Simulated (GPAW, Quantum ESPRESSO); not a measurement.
The Rh L₃ edge of atom 1 in LiRh (P-6m2), with 6 Li at 2.65 Å and 6 Rh at 2.65 Å (anticuboctahedral, as in hcp, site symmetry -6m2), was computed in 2 ways: excited-electron core hole (neutral cell) and no core hole. Program and functional: GPAW, LDA, Gaussian full width 2.13 eV up to 4 eV, rising linearly to 3.5 eV at 25 eV; cells of 2 and 16 atoms (the run without a hole in the smaller).

Each run is counted from its own lowest empty level or Fermi level and scaled to a mean of 1 over its first 20 eV.

```tsv
E (eV)	run 1	run 2
-2.0	0.08	0.04
-1.4	0.32	0.17
-0.8	0.91	0.50
-0.2	1.72	1.03
0.4	2.32	1.51
1.0	2.43	1.74
1.6	2.22	1.69
2.2	1.89	1.51
2.8	1.53	1.28
3.4	1.19	1.06
4.0	0.94	0.89
4.6	0.78	0.77
5.2	0.67	0.68
5.8	0.58	0.60
6.4	0.55	0.60
7.0	0.62	0.72
7.6	0.77	0.90
8.2	0.89	1.03
8.8	0.93	1.05
9.4	0.89	0.99
10.0	0.82	0.92
10.6	0.78	0.90
11.2	0.81	0.97
11.8	0.90	1.09
12.4	1.00	1.18
13.0	1.03	1.20
13.6	1.00	1.13
14.2	0.93	1.04
14.8	0.86	0.96
15.4	0.81	0.91
16.0	0.77	0.87
16.6	0.74	0.85
17.2	0.71	0.83
17.8	0.70	0.81
18.4	0.68	0.80
19.0	0.66	0.78
19.6	0.64	0.75
20.2	0.62	0.73
20.8	0.61	0.72
21.4	0.60	0.72
22.0	0.60	0.72
22.6	0.61	0.73
23.2	0.61	0.74
23.8	0.61	0.74
24.4	0.62	0.76
25.0	0.63	0.77
25.6	0.65	0.79
26.2	0.66	0.81
26.8	0.67	0.83
27.4	0.68	0.83
28.0	0.68	0.83
28.6	0.68	0.83
29.2	0.68	0.83
29.8	0.69	0.84
30.4	0.71	0.86
31.0	0.73	0.88
31.6	0.77	0.91
```

Which run is which?

Run 1: no core hole (area from −2 to 6 eV 10.5, main maxima 0.8 eV (2.45), 8.8 eV (0.93) and 13.0 eV (1.03)). Run 2: excited-electron core hole (neutral cell) (area from −2 to 6 eV 8.0, main maxima 1.2 eV (1.75), 8.6 eV (1.05) and 12.8 eV (1.20)). With each curve scaled to its own mean, the area from −2 to 6 eV with the hole is 8.0 against 10.5, and the centre of weight from −1 to 20 eV moves by +1.2 eV (first and strongest maxima below 20 eV: 0.8 eV (2.45), 8.8 eV (0.93) and 13.0 eV (1.03) without the hole, 1.2 eV (1.75), 8.6 eV (1.05) and 12.8 eV (1.20) with it): the near-edge weight falls against the higher-lying part.

[Banner, clock and machine lines of the logs are left out without a mark of their own.]

[Logs are printed without paths, hosts, clocks, repeated set-up lines and the standing remarks that a program may print on its own settings, such as how far it seeks lower states.]

[Hosts, paths, dates, database ids (printed as entryN), source tags and the programs' standing remarks are cut or masked in the printed files.]

[Lists of maxima count a maximum above −3 eV only where it reaches 4 % of the highest in the window and stands out from its surroundings by 2 % of it (1.5 % where it reaches 55 %); shoulders and weaker maxima are passed over, and of the rest the first, up to two pre-edge ones and the few strongest are named.]
